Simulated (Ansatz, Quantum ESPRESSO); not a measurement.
# Lattice dynamics of GaN (F-43m) in two programs, part 4 of 4

How does GaN (F-43m) vibrate, and is this structure a minimum?

Quantum ESPRESSO 7.5; DFT LDA, scalar-relativistic, plane waves, JTH PAW pseudopotentials.

So far. Step 9 (Zone-centre analysis): The rule moves no optical mode by more than 0.1 cm⁻¹. Step 11 (The LO-TO splitting (1 0 0)): The field moves one mode, from 552 to 731 cm⁻¹; the others stay.

## (13) A second program

The same cell goes through another code, with its own cutoff. The potentials differ. Its k mesh is centred on Γ.

This step: DFT LDA, scalar-relativistic, plane waves, PAW (Ansatz 0.2.0).

The input, input.yaml:

```yaml
crystal:
  lattice:
    - [-2.2284993911, 0.0, 2.2284993911]
    - [0.0, 2.2284993911, 2.2284993911]
    - [-2.2284993911, 2.2284993911, 0.0]
  atoms:
    - { symbol: Ga, position: [0.0, 0.0, 0.0] }
    - { symbol: "N", position: [0.75, 0.75, 0.75] }
kpoints:
  mp_grid: { grid: [12, 12, 12] }
hamiltonian:
  xc: lda
scf:
  occupations: { method: fixed }
output:
  eigenvalues: true
phonons:
  method: dfpt
  dielectric: true
  rigid_motions: translations
  qmesh: [4, 4, 4]
  temperatures: { t_max: 1000, t_step: 50 }
  qpath:
    path:
      - [[0.0, 0.0, 0.0], [0.0, 0.5, 0.5], [0.0, 0.625, 0.375]]
      - [[-0.375, 0.375, 0.0], [0.0, 0.0, 0.0], [0.0, 0.5, 0.0], [-0.25, 0.5, 0.25], [0.0, 0.5, 0.5]]
    npoints: 12
```

The run is started by

```
$ ansatz run input.yaml --threads 4 --pin off --max-ram 16384MiB --backend cpu --events-out ev --progress --plain --runs-dir out
```

Numbers of over 12 decimals in the logs are rounded to 6 here.

What it wrote:

```text
Warning: phonons: the dynamical matrix that this run interpolates holds no multipole term above the dipole-dipole one, and a site of this crystal is no centre of inversion, so its interpolated transverse optical and acoustic branches and sound speeds can stay off near Gamma, and the density of states and the thermodynamics with them. What a run solves at a wave vector of phonons.qpoints, Gamma apart, where the deck admits one, is free of this, and under fd what a larger phonons.supercell samples
Engine: ansatz 0.2.0, aarch64-unknown-linux-gnu
Pseudopotentials: kind: paw
Pseudopotential: Ga, paw, valence charge 13, recommended cutoff 420 eV (normal), Ga.paw.azcp
Pseudopotential: N, paw, valence charge 5, recommended cutoff 420 eV (normal), N.paw.azcp
Functional definition: SPW92
  exchange = slater_x
  correlation = pw_c
Crystal: 2 atoms, lattice volume = 22.134 Å³
Basis set: ecut = 420 eV, 411 PW (Γ), exchange–correlation on 48×48×48 points (8 copies of the dense FFT grid, shifted against one another)
Bands: 13, of which v1, the nominal top of the filled ones, is band 9 counted from 1 (8 counted from 0)
Symmetry: 24 space group operations
k-points: 280 of 1728 (irreducible under 4 space group operations, time reversal used)
Non-local potential: Ga, projectors of the file, l = 0: 2, l = 1: 2, l = 2: 3, l = 3: 1
Non-local potential: N, projectors of the file, l = 0: 2, l = 1: 2, l = 2: 1
PAW form: soft (Blöchl's): semilocal exchange-correlation on the pseudo side does not see the compensation charge
PAW frozen core: Ga, regenerated for the run's functional, and the local potential with it (the file was generated under x = pbe(κ = 0.804, μ = 0.219515), c = pbe(β = 0.066725))
PAW frozen core: N, regenerated for the run's functional, and the local potential with it (the file was generated under x = pbe(κ = 0.804, μ = 0.219515), c = pbe(β = 0.066725))
PAW one-centre angular grid: Ga, 590 points (default); XC on 64 Gauss nodes
PAW one-centre angular grid: N, 110 points (default); XC on 64 Gauss nodes
Initial density: superposition of atomic densities (neutral atoms: chi_scale 0, normalization atom), corrected by the library's trained network
Initial wavefunctions: pseudopotential atomic-orbital guess
Functional: x = slater, c = lda
SCF iter   1: F=—  HF=-4082.094043 eV  |F-HF|=—  |Δ(HF+E_count)|=         —  Δρ=1.30e-2  dr2=3.52e-2  ethr=1.77e-3  ⟨swp⟩=4.4  Hψ=16912  notcnv=0  defer=414
preconditioner: auto → none  [insulator: Δε(μ)=1.845 eV  Ē_g=18.889 eV  n_scr=8 (ndim 8)  ℏωp=33.5 eV  f_vac=0.000  ε∞_Penn≈4.1]
SCF iter   2: F=—  HF=-4082.085414 eV  |F-HF|=—  |Δ(HF+E_count)|=   8.63e-3  Δρ=6.31e-3  dr2=6.01e-3  ethr=1.96e-4  ⟨swp⟩=2.4  Hψ=7510  notcnv=0  defer=558
SCF iter   3: F=—  HF=-4082.083566 eV  |F-HF|=—  |Δ(HF+E_count)|=   1.85e-3  Δρ=1.69e-3  dr2=2.55e-4  ethr=3.34e-5  ⟨swp⟩=2.0  Hψ=4966  notcnv=0  defer=558
SCF iter   4: F=—  HF=-4082.083467 eV  |F-HF|=—  |Δ(HF+E_count)|=   9.89e-5  Δρ=5.86e-4  dr2=2.40e-5  ethr=1.41e-6  ⟨swp⟩=3.0  Hψ=6561  notcnv=0  defer=556
SCF iter   5: F=—  HF=-4082.083451 eV  |F-HF|=—  |Δ(HF+E_count)|=   1.53e-5  Δρ=3.58e-5  dr2=1.40e-7  ethr=1.34e-7  ⟨swp⟩=2.0  Hψ=5939  notcnv=0
SCF iter   6: F=—  HF=-4082.083453 eV  |F-HF|=—  |Δ(HF+E_count)|=   1.26e-6  Δρ=7.55e-6  dr2=6.17e-9  ethr=7.80e-10  ⟨swp⟩=2.3  Hψ=5841  notcnv=0
SCF iter   7: F=—  HF=-4082.083453 eV  |F-HF|=—  |Δ(HF+E_count)|=   1.23e-9  Δρ=1.69e-6  dr2=2.91e-10  ethr=3.43e-11  ⟨swp⟩=2.5  Hψ=5351  notcnv=0
SCF iter   8: F=-4082.083453 eV  HF=-4082.083453 eV  |F-HF|=1.82e-12  |Δ(HF+E_count)|=  3.37e-11  Δρ=4.09e-8  dr2=1.11e-13  ethr=1.00e-12  ⟨swp⟩=5.8  Hψ=18440  notcnv=0
SCF 1 converged in 8 iterations: F = -4082.083453 eV  dr2 = 1.11e-13
  greatest PAW one-centre occupation: 0.996 electrons in one spin orbital (limit 2), on the Ga atom at site 0 (counted from 0), in its partial waves of l = 2
NSCF: frozen V_eff on 2 k-points
DFPT response loops at Γ: preconditioner auto → none (the input reference at scf.mixing.eps_inf says where Resta's filter doesn't serve); β = 0.50; Broyden in place of MSR1
── the response to a field inside a basis, on 12×12×12 k-points: an SCF that follows is theirs, and a resumed run solves both again ──
Bands: 10, of which v1, the nominal top of the filled ones, is band 9 counted from 1 (8 counted from 0)
k-points: 182 of 1728 (irreducible under 6 space group operations, time reversal used)
Initial density: handed on by an earlier stage of this run
Initial wavefunctions: pseudopotential atomic-orbital guess (no wavefunctions were taken with the density)
Eigensolver: Dense (182 Hₖ)
SCF iter   1: F=—  HF=-4082.088220 eV  |F-HF|=—  |Δ(HF+E_count)|=         —  Δρ=7.60e-4  dr2=2.06e-5  ethr=1.00e-1
preconditioner: auto → none  [insulator: Δε(μ)=2.171 eV  Ē_g=15.405 eV  n_scr=8 (ndim 8)  ℏωp=33.5 eV  f_vac=0.000  ε∞_Penn≈5.7]
SCF iter   2: F=—  HF=-4082.088220 eV  |F-HF|=—  |Δ(HF+E_count)|=   3.22e-7  Δρ=3.87e-4  dr2=8.25e-6  ethr=1.15e-7
SCF iter   3: F=—  HF=-4082.088222 eV  |F-HF|=—  |Δ(HF+E_count)|=   2.42e-6  Δρ=1.68e-4  dr2=4.69e-6  ethr=4.58e-8
SCF iter   4: F=-4082.088221 eV  HF=-4082.088221 eV  |F-HF|=3.09e-10  |Δ(HF+E_count)|=   1.65e-6  Δρ=1.62e-5  dr2=1.69e-8  ethr=2.60e-8
SCF 1 converged in 4 iterations: F = -4082.088221 eV  dr2 = 1.69e-8
  greatest PAW one-centre occupation: 0.995 electrons in one spin orbital (limit 2), on the Ga atom at site 0 (counted from 0), in its partial waves of l = 2
DFPT response loops at Γ: mixed as the last ones told, above
NSCF: frozen V_eff on 72 k-points
NSCF: frozen V_eff on 1872 k-points
DFPT response loops at q = (0, 0, 0.25) (fractional): mixed as the last ones told, above
NSCF: frozen V_eff on 952 k-points
DFPT response loops at q = (0, 0, -0.5) (fractional): preconditioner auto → Resta (q_TF=auto, 2.636 Å⁻¹)  ε∞=5.5 (no band partly filled); β = 1.00, the filter's whole step (`scf.mixing.beta` (0.50) is not read by the response loops at its default; to damp them type it under 1.00, their step now; it binds the ground state too); Broyden in place of MSR1
NSCF: frozen V_eff on 1020 k-points
DFPT response loops at q = (0, 0.25, 0.25) (fractional): preconditioner auto → none (the input reference at scf.mixing.eps_inf says where Resta's filter doesn't serve); β = 0.50; Broyden in place of MSR1
NSCF: frozen V_eff on 3456 k-points
DFPT response loops at q = (0, 0.25, -0.5) (fractional): preconditioner auto → Resta (q_TF=auto, 2.636 Å⁻¹)  ε∞=5.5 (no band partly filled); β = 1.00, the filter's whole step (`scf.mixing.beta` (0.50) is not read by the response loops at its default; to damp them type it under 1.00, their step now; it binds the ground state too); Broyden in place of MSR1
NSCF: frozen V_eff on 1872 k-points
DFPT response loops at q = (0, 0.25, -0.25) (fractional): preconditioner auto → none (the input reference at scf.mixing.eps_inf says where Resta's filter doesn't serve); β = 0.50; Broyden in place of MSR1
NSCF: frozen V_eff on 560 k-points
DFPT response loops at q = (0, -0.5, -0.5) (fractional): preconditioner auto → Resta (q_TF=auto, 2.636 Å⁻¹)  ε∞=5.5 (no band partly filled); β = 1.00, the filter's whole step (`scf.mixing.beta` (0.50) is not read by the response loops at its default; to damp them type it under 1.00, their step now; it binds the ground state too); Broyden in place of MSR1
NSCF: frozen V_eff on 1020 k-points
DFPT response loops at q = (0.25, -0.5, -0.25) (fractional): preconditioner auto → none (the input reference at scf.mixing.eps_inf says where Resta's filter doesn't serve); β = 0.50; Broyden in place of MSR1
SCF converged after 8 iterations
Free energy (F): -4082.083453 eV
Harris-Foulkes:  -4082.083453 eV  (|F-HF|=1.82e-12)
Internal energy: -4082.083453 eV  (E = F + TS)
E sigma→0 (E₀):  -4082.083453 eV
Fermi energy:    9.800363 eV
--- Per-component energies (eV) ---
  E_band       = -4.922945
  E_kinetic    = 247.916728
  E_local      = -1926.943748  (includes V_loc(G=0)·N_el)
  E_nonlocal   = 477.632823
  E_hartree    = 885.926955
  E_xc         = -128.222257
  E_vxc        = -134.694164  (∫ρ·V_xc dr)
  E_paw        = -2034.958325  (= ΣΔE_a)
  E_vpaw       = -440.688495  (= ΣTr[D̂ρ^β])
  E_aug_tail   = 0.000007  (compensation charges beyond the density's cutoff)
  E_ewald      = -1605.244160
  E_core_change = 1.808524  (= ΣΔE_core)
  E_smearing   = -0.000000  (= −TS)
  E_closure    = -0.000000  (closes the sum)
  Σ components = -4082.083453   (vs F -4082.083453, Δ=0.00e0)
--- Band table (eV; the first three rows and the last of 280) ---
  k-point 0: bands = [... 5 lower, -3.4777, 9.8004, 9.8004, 9.8004, 11.7484, 20.1258, 20.1258, 20.1258]
  k-point 1: bands = [... 5 lower, -3.4788, 8.9882, 9.7198, 9.7198, 12.3738, 19.7576, 20.2486, 20.2486]
  k-point 2: bands = [... 5 lower, -3.4795, 7.5041, 9.5120, 9.5120, 13.3001, 19.0770, 20.4960, 20.4960]
  k-point 279: bands = [... 5 lower, -1.6083, 3.4481, 6.9473, 6.9473, 13.0678, 16.4706, 21.5354, 23.8938]
--- Phonons (Γ-DFPT): 2 representative perturbations + reference, on 280 of 1728 k-points (Σ response iterations 6) ---
  k mesh reduced under 4 symmetry operations, with k and −k counted as one. Each operation leaves every solved perturbation unchanged. A smaller set is not considered because the run solves the response to a homogeneous field
  ASR residual: 1.343e-5 → 0.000e0 eV/Å²; symmetrization residual: 7.697e-7 eV/Å²
  ASR residual per site (eV/Å²): 1.34e-5 3.14e-7
  Γ frequencies (cm⁻¹): 0.00 0.00 0.00 551.92 551.92 551.92
  ε∞ (high-frequency dielectric tensor):
        5.772993    -0.000000     0.000000
       -0.000000     5.772993     0.000000
        0.000000     0.000000     5.772993
  ε⁰ (static dielectric tensor: ions relaxed, cell fixed):
       10.114565     0.000000     0.000000
        0.000000    10.114565     0.000000
        0.000000     0.000000    10.114565
  ε⁰ − ε∞ (ionic part):
        4.341571     0.000000     0.000000
        0.000000     4.341571     0.000000
        0.000000     0.000000     4.341571
  softest optical mode at Γ: 551.92 cm⁻¹; the repairs (sum rule, projections) moved no ω² at Γ by more than (0.38 cm⁻¹)²
  Born effective charges Z* (e; rows j = field, columns β = displacement):
    site 0:
         2.63418    0.00000    0.00000
         0.00000    2.63418   -0.00000
         0.00000    0.00000    2.63418
    site 1:
        -2.63418   -0.00000   -0.00000
        -0.00000   -2.63418    0.00000
        -0.00000   -0.00000   -2.63418
  Z* charge neutrality: 8.648e-4 e pre-enforcement
  solved inside a basis spanned on kpoints, on 12×12×12 k-points, its susceptibility summed on 16×16×16: ε∞ is read to err by 1.5e-2, Z* by 1.4e-2 e (field_mesh: kpoints solves on kpoints); Z* is corrected for what the basis lacks
  optical modes at Γ without the LO–TO term, one row a degenerate level:
      ω (cm⁻¹)  modes    IR ((D/Å)²/amu)
        551.92      3            41.1751
  optical modes at Γ + LO–TO along q̂ = [1.0000, 0.0000, 0.0000]:
      ω (cm⁻¹)  modes    IR ((D/Å)²/amu)
        551.92      2            27.4500
        730.55      1            13.7250
  optical modes at Γ + LO–TO along q̂ = [0.0000, 1.0000, 0.0000]:
      ω (cm⁻¹)  modes    IR ((D/Å)²/amu)
        551.92      2            27.4500
        730.55      1            13.7250
  optical modes at Γ + LO–TO along q̂ = [0.0000, 0.0000, 1.0000]:
      ω (cm⁻¹)  modes    IR ((D/Å)²/amu)
        551.92      2            27.4500
        730.55      1            13.7250
--- Phonons (arbitrary-q DFPT): 8 irreducible q on the 4×4×4 mesh ---
  q = [0.0000, 0.0000, 0.0000] (star 1, of the zone-centre solve; hermiticity 1.18e-7, symmetrization 1.17e-13): -0.00 -0.00 -0.00 551.92 551.92 551.92
  q = [0.0000, 0.0000, 0.2500] (star 8, 2 solved perturbations on 936 of 1728 k-point pairs; hermiticity 2.49e-7, symmetrization 1.92e-13): 104.38 104.38 239.85 566.10 566.10 715.39
  q = [0.0000, 0.0000, -0.5000] (star 4, 2 solved perturbations on 476 of 1728 k-point pairs; hermiticity 2.18e-7, symmetrization 2.98e-13): 137.51 137.51 340.80 575.83 575.83 697.26
  q = [0.0000, 0.2500, 0.2500] (star 6, 4 solved perturbations in 1608 linear systems a pass and spin channel, the states on 510 of 1728 k-point pairs; hermiticity 2.85e-7, symmetrization 3.33e-14): 149.95 149.95 234.77 589.11 589.11 714.45
  q = [0.0000, 0.2500, -0.5000] (star 24, 4 solved perturbations in 5328 linear systems a pass and spin channel, the states on 1728 of 1728 k-point pairs; hermiticity 2.91e-7, symmetrization 9.23e-14): 173.42 215.31 308.86 598.05 628.83 690.61
  q = [0.0000, 0.2500, -0.2500] (star 12, 4 solved perturbations in 2892 linear systems a pass and spin channel, the states on 936 of 1728 k-point pairs; hermiticity 2.66e-7, symmetrization 1.10e-13): 148.38 215.19 284.49 578.93 630.03 695.53
  q = [0.0000, -0.5000, -0.5000] (star 3, 4 solved perturbations in 886 linear systems a pass and spin channel, the states on 280 of 1728 k-point pairs; hermiticity 3.30e-7, symmetrization 2.98e-14): 193.22 193.22 346.37 615.04 615.04 687.78
  q = [0.2500, -0.5000, -0.2500] (star 6, 4 solved perturbations in 1544 linear systems a pass and spin channel, the states on 510 of 1728 k-point pairs; hermiticity 3.05e-7, symmetrization 8.56e-14): 210.84 244.78 301.53 626.68 637.41 680.94
  sum rule: each row above includes the acoustic sum rule's correction from the zone centre's row sums; it moved no ω² by more than (0.23 cm⁻¹)²
  mesh force constants: q→R imaginary residual 4.31e-18; ASR residual 1.343e-5 → 0.000e0 eV/Å²; symmetrization residual 1.421e-14 eV/Å²
  interpolated dispersion: 75 rows × 6 modes
  density of states and harmonic sums: on the 24×24×24 q-mesh, interpolated from the force constants of a 4×4×4 supercell (with the dipole–dipole term)
  largest difference from the sums on the solved wave vectors: F 8.67e-3 eV, S 1.27e-5 and C_V 3.97e-6 eV/K
  zero-point energy: 0.157305 eV/cell   skipped modes (ω ≤ 0): 3   left out of the sums: 3.62e-5 of the cell's modes: C_V's classical limit lies that fraction below 3 k_B per atom; for a crystal, a wire or a layer, F and S can be off by more, and a phonons.interpolated_qmesh denser along its periods is the remedy for the sampling
```

Run time: 3.5 min. Hardware: 4 threads of Arm Neoverse N1, shared host; peak memory 1.6 GiB; 13 min of CPU time.

This step gave:

- gap on the k-mesh: 1.948 eV
- sum-rule residual before enforcement: 1.34e-5 eV/Å²
- miss of the charge sum rule: 8.65e-4 e
- estimated error of the dielectric tensor: 0.01549
- estimated error of the Born charges: 0.01405 e
- mean frequency: 422.9 cm⁻¹
- Debye temperature (second moment): 885 K
- logarithmic mean frequency: 355.9 cm⁻¹
- highest optical zone-centre mode (no LO-TO term): 551.9 cm⁻¹
- lowest optical zone-centre mode: 551.9 cm⁻¹
- mean high-frequency dielectric constant: 5.773
- largest Born charge in size (third of the trace): 2.634 e
- mean static dielectric constant: 10.11
- highest mode moved by the LO-TO term: 730.5 cm⁻¹

Transverse modes. Lines of the infrared spectrum (strongest = 100):

| position (cm⁻¹) | label | IR intensity ((D/Å)²/amu), degenerate modes summed, relative |
| --- | --- | --- |
| 552 | T2 | 100 |

## (14) The two compared: QE JTH and Ansatz, PAW

Numbers from this step:

| Property | Result |
| --- | --- |
| root-mean-square difference | 0.78 cm⁻¹ |
| largest difference | 1.37 cm⁻¹ |
| root-mean-square difference on the path | 0.7 cm⁻¹ |
| largest difference on the path | 1.4 cm⁻¹ |

The 12 of 45 modes that differ most. Frequencies side by side:

| q (reciprocal lattice) | mode | QE JTH (cm⁻¹) | Ansatz, PAW (cm⁻¹) |
| --- | --- | --- | --- |
| 0 0 0.25 | 6 | 716.6 | 715.4 |
| 0 0 -0.5 | 6 | 698.4 | 697.3 |
| 0 0.25 0.25 | 4 | 590.1 | 589.1 |
| 0 0.25 0.25 | 5 | 590.1 | 589.1 |
| 0 0.25 0.25 | 6 | 715.6 | 714.5 |
| 0 0.25 -0.5 | 4 | 599.1 | 598 |
| 0 0.25 -0.5 | 6 | 691.7 | 690.6 |
| 0 0.25 -0.25 | 6 | 696.8 | 695.5 |
| 0 -0.5 -0.5 | 3 | 347.4 | 346.4 |
| 0 -0.5 -0.5 | 4 | 616.4 | 615 |
| 0 -0.5 -0.5 | 5 | 616.4 | 615 |
| 0.25 -0.5 -0.25 | 4 | 627.9 | 626.7 |

The two runs side by side. Further quantities:

| quantity | QE JTH | Ansatz, PAW |
| --- | --- | --- |
| mean ε∞ | 5.752 | 5.773 |
| largest Born charge in size (e; the first before, the second after the charge sum rule) | 2.632 | 2.634 |

The interpolated bands of the two lie on top of each other.

At the solved wavevectors the largest difference (acoustic modes at Γ apart) is 0.2 % of the highest mode.

## (15) Summary of results

| Item | Value |
| --- | --- |
| space group after relaxation | F-43m |
| volume per atom | 11.1 Å³ |
| gap on the k-mesh | 1.94 eV |
| highest optical zone-centre mode (no LO-TO term) | 552.4 cm⁻¹ |
| highest mode moved by the LO-TO term | 730.9 cm⁻¹ |
| mean high-frequency dielectric constant | 5.75 |
| largest Born charge in size (third of the trace) | 2.63 e |
| mean static dielectric constant | 10.1 |
| q mesh | 4×4×4 |
| lowest mode on the q mesh (acoustic ones at the zone centre apart) | 104.3 cm⁻¹ |
| zero-point energy per atom | 78.8 meV |
| heat capacity at 300 K | 17.5 J/(mol atoms K) |
| vibrational entropy at 300 K | 16.1 J/(mol atoms K) |
| imaginary modes on the q mesh | none |
| largest difference from Ansatz, PAW | 1.37 cm⁻¹ |

In words: GaN (F-43m) is dynamically stable on the 4×4×4 mesh; its spectrum reaches 731 cm⁻¹. At the LDA level the optical modes of GaN (F-43m) at the zone centre (no LO-TO term) lie at 552 cm⁻¹. The base run is for a cell under -0.31 GPa; after a relaxation such a stress comes from settings that changed since (cutoff, k mesh or smearing). Along the directions run, the highest mode that the macroscopic field moves lies at 731 cm⁻¹. Lattice motion raises the mean dielectric constant from 5.752 to 10.07. The Born charge of Ga is 2.626 e against a formal charge of +3, somewhat under it. The Lyddane-Sachs-Teller relation holds: (ωLO/ωTO)² is 1.75 and ε₀/ε∞ is 1.75. QE JTH and Ansatz, PAW differ by 0.8 cm⁻¹ in the root mean square and by 1.4 cm⁻¹ at most, 0.2 % of the highest mode compared (acoustic modes at Γ left out; ph.x's values are those before the sum rule); the two use different potentials, and the cell was not relaxed for the second set. These are harmonic frequencies at zero temperature: anharmonic shifts and linewidths and thermal expansion are left out. The structure comes from a database and need not be the phase that is stable at ambient conditions.

[Host names and launcher messages were left out of these logs when they were recorded.]

[Logs are printed without paths, hosts, clocks, repeated set-up lines and the standing remarks that a program may print on its own settings, such as how far it seeks lower states.]

[Hosts, paths, dates, database ids (printed as entryN), source tags and the programs' standing remarks are cut or masked in the printed files.]
